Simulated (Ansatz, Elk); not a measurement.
# Bonding as seen by X-rays: Cs3Tl, part 2 of 2

Structure refinements treat a crystal as free atoms side by side. For a made-up structure of Cs3Tl (cell and positions from a PBE relaxation) the runs below show what the calculated density changes in F(hkl).

Elk 11.2.3 (patched build); all-electron DFT.

So far: The structure; Ground state and structure factors; The highest occupied states alone.

The structure was built from a prototype and need not be the compound's stable phase.

## 4. Another functional

Level of this step: DFT, LDA (Perdew-Wang), all-electron APW+lo, Dirac cores, scalar-relativistic bands, static density, no spin (Elk).

The difference from free atoms is small, so it is set against the change that LDA (Perdew-Wang) makes.

Input file elk.in:

```
tasks
  0
  195

xctype
  3

spinpol
  .false.

rgkmax
  7.0

gmaxvr
  14.0

lmaxo
  7

lmaxapw
  8

swidth
  0.002

tshift
  .false.

ramdisk
  .false.

hmaxvr
  5.5

maxscl
  120

epspot
  1e-06

sppath
  './'

avec
  -6.53328790245 6.53328790245 10.98034116031
  6.53328790245 -6.53328790245 10.98034116031
  6.53328790245 6.53328790245 -10.98034116031

atoms
  2
  'Tl.in'
  1
  -0.0000000000 0.0000000000 -0.0000000000   0.000000 0.000000 0.000000
  'Cs.in'
  3
  0.5000000000 0.5000000000 -0.0000000000   0.000000 0.000000 0.000000
  0.2500000000 0.7500000000 0.5000000000   0.000000 0.000000 0.000000
  0.7500000000 0.2500000000 0.5000000000   0.000000 0.000000 0.000000

ngridk
  5 5 5
```

Run with:

```console
> OMP_NUM_THREADS=4 elk
```

Numbers of over 12 decimals in the logs are rounded to 6 here.

The log of the run:

```text
┌─────────────────────────┐
│ Elk code version 11.2.3 │
└─────────────────────────┘

All units are atomic (Hartree, Bohr, etc.)

┌─────────────────────────────────────────────────┐
│ Ground-state run starting from atomic densities │
└─────────────────────────────────────────────────┘

Lattice vectors :
  -6.533287902       6.533287902       10.98034116
   6.533287902      -6.533287902       10.98034116
   6.533287902       6.533287902      -10.98034116

Reciprocal lattice vectors :
  0.6524610035E-17  0.4808593622      0.2861106597
[...]
valence                     :    76.00000000
 interstitial                :    7.563609051
 muffin-tins (core leakage)
  species : 1 (Tl)
[...]
species : 2 (Cs)
[...]
atom 2                    :    52.98415630     (  0.8725600324E-05)
   atom 3                    :    52.98415630     (  0.8725600324E-05)
 total in muffin-tins        :    238.4363909
 total calculated charge     :    245.9999224
 total charge                :    246.0000000
 error                       :   0.7762498046E-04

┌──────────────────────────────┐
│ Self-consistent loop stopped │
└──────────────────────────────┘

Wrote STATE.OUT
[key lines of the parts left out:]
total energy                :     -43630.089588949
```

It took 41 s on 4 threads of Arm Neoverse V1, shared host; peak memory 0.28 GiB; 86 s of CPU time.

Against the first run R = 0.03 %; the largest change is -0.033 at 3 1 10.

## 5. Basis size

A smaller basis shows how fast F responds to it; the change is likely larger than the basis error of the first run, but doesn't show convergence.

elk.in: that of step 4 with these lines changed.

```diff
@@ -5,3 +5,3 @@
 xctype
-  3
+  20
 
@@ -11,3 +11,3 @@
 rgkmax
-  7.0
+  5.5
```

Run with:

```console
> OMP_NUM_THREADS=4 elk
```

The log of the run:

```text
┌─────────────────────────┐
│ Elk code version 11.2.3 │
└─────────────────────────┘

All units are atomic (Hartree, Bohr, etc.)

┌─────────────────────────────────────────────────┐
│ Ground-state run starting from atomic densities │
└─────────────────────────────────────────────────┘

Lattice vectors :
  -6.533287902       6.533287902       10.98034116
   6.533287902      -6.533287902       10.98034116
   6.533287902       6.533287902      -10.98034116

Reciprocal lattice vectors :
  0.6524610035E-17  0.4808593622      0.2861106597
[...]
valence                     :    76.00000000
 interstitial                :    7.743069539
 muffin-tins (core leakage)
  species : 1 (Tl)
[...]
species : 2 (Cs)
[...]
atom 2                    :    52.94255981     (  0.1195514532E-04)
   atom 3                    :    52.94255981     (  0.1195514532E-04)
 total in muffin-tins        :    238.2569305
 total calculated charge     :    245.9998948
 total charge                :    246.0000000
 error                       :   0.1052446026E-03

┌──────────────────────────────┐
│ Self-consistent loop stopped │
└──────────────────────────────┘

Wrote STATE.OUT
[key lines of the parts left out:]
total energy                :     -43659.251863064
```

Elapsed: 58 s, on 4 threads; peak memory 0.32 GiB; 1.7 min of CPU time.

Against the first run R = 0.03 %; the largest change is +0.086 at 332.

## 6. Basis size

The basis and the expansions that go with it are enlarged, to see whether the differences are converged.

elk.in: that of step 5 with these lines changed.

```diff
@@ -11,12 +11,12 @@
 rgkmax
-  5.5
+  8.5
 
 gmaxvr
-  14.0
+  18.0
 
 lmaxo
-  7
+  9
 
 lmaxapw
-  8
+  10
```

Run with:

```console
> OMP_NUM_THREADS=4 elk
```

The log of the run:

```text
┌─────────────────────────┐
│ Elk code version 11.2.3 │
└─────────────────────────┘

All units are atomic (Hartree, Bohr, etc.)

┌─────────────────────────────────────────────────┐
│ Ground-state run starting from atomic densities │
└─────────────────────────────────────────────────┘

Lattice vectors :
  -6.533287902       6.533287902       10.98034116
   6.533287902      -6.533287902       10.98034116
   6.533287902       6.533287902      -10.98034116

Reciprocal lattice vectors :
  0.6524610035E-17  0.4808593622      0.2861106597
[...]
valence                     :    76.00000000
 interstitial                :    7.500996352
 muffin-tins (core leakage)
  species : 1 (Tl)
[...]
species : 2 (Cs)
[...]
atom 2                    :    53.00365759     (  0.1202196914E-04)
   atom 3                    :    53.00365759     (  0.1202196914E-04)
 total in muffin-tins        :    238.4990036
 total calculated charge     :    245.9999273
 total charge                :    246.0000000
 error                       :   0.7268786865E-04

┌──────────────────────────────┐
│ Self-consistent loop stopped │
└──────────────────────────────┘

Wrote STATE.OUT
[key lines of the parts left out:]
total energy                :     -43659.419216579
```

Run time: 2.8 min. Hardware: 4 threads; peak memory 0.78 GiB; 5.7 min of CPU time.

Against the first run R = 0.01 %; the largest change is -0.013 at 208.

## 7. Settings against the effect

| run | R against the first run (%) | R against neutral atoms, low angle (%) | wall time |
| --- | --- | --- | --- |
| PBE, rgkmax 7 | 0.00 | 0.13 | 67 s |
| LDA (Perdew-Wang) | 0.03 | 0.14 | 41 s |
| rgkmax 5.5 | 0.03 | 0.13 | 58 s |
| rgkmax 8.5 with larger expansions | 0.01 | 0.13 | 2.8 min |

## 8. What came out

| Quantity | Value |
| --- | --- |
| R against neutral atoms, sin θ/λ < 0.3 Å⁻¹ | 0.13 % |
| R against neutral atoms, 0.3 to 0.56 Å⁻¹ | 0.05 % |

Independent neutral atoms miss the calculated amplitudes by R = 0.13 % below 0.3 Å⁻¹ and 0.05 % from there to 0.56 Å⁻¹; by shells, 0.12 % below 0.15 Å⁻¹ (6 forms), 0.14 % 0.15 to 0.3 (22 forms), 0.05 % 0.3 to 0.45 (54 forms), 0.06 % above 0.45 (67 forms). Bonding, aspherical density and the tables' own atoms all enter these figures, and the runs don't part them. The largest change of an amplitude is -0.17 electrons, at 103. The window's part falls from 34.0 electrons at the origin to at most 0.40 between 0.45 and 0.56 Å⁻¹. The window holds more than the 6 outer electrons of the free atoms, so shallow core shells lie inside it. Below 0.3 Å⁻¹ the changes that finished (LDA (Perdew-Wang), rgkmax 5.5 and rgkmax 8.5 with larger expansions) move F by R = 0.04 % at most, against the 0.13 % that separates it from free atoms. A single amplitude moves by up to 0.09 electrons, against 0.17 for the largest difference from free atoms. The k-mesh has no finished test. Spin-orbit coupling is left out, which can matter for elements this heavy. Part of the difference isn't bonding: the tables are fits to free atoms and ions calculated by other methods than this functional. Thermal motion, anomalous dispersion and extinction are left out.

[Logs are printed without paths, hosts, clocks, repeated set-up lines and the standing remarks that a program may print on its own settings, such as how far it seeks lower states.]

[Hosts, paths, dates, database ids (printed as entryN), source tags and the programs' standing remarks are cut or masked in the printed files.]
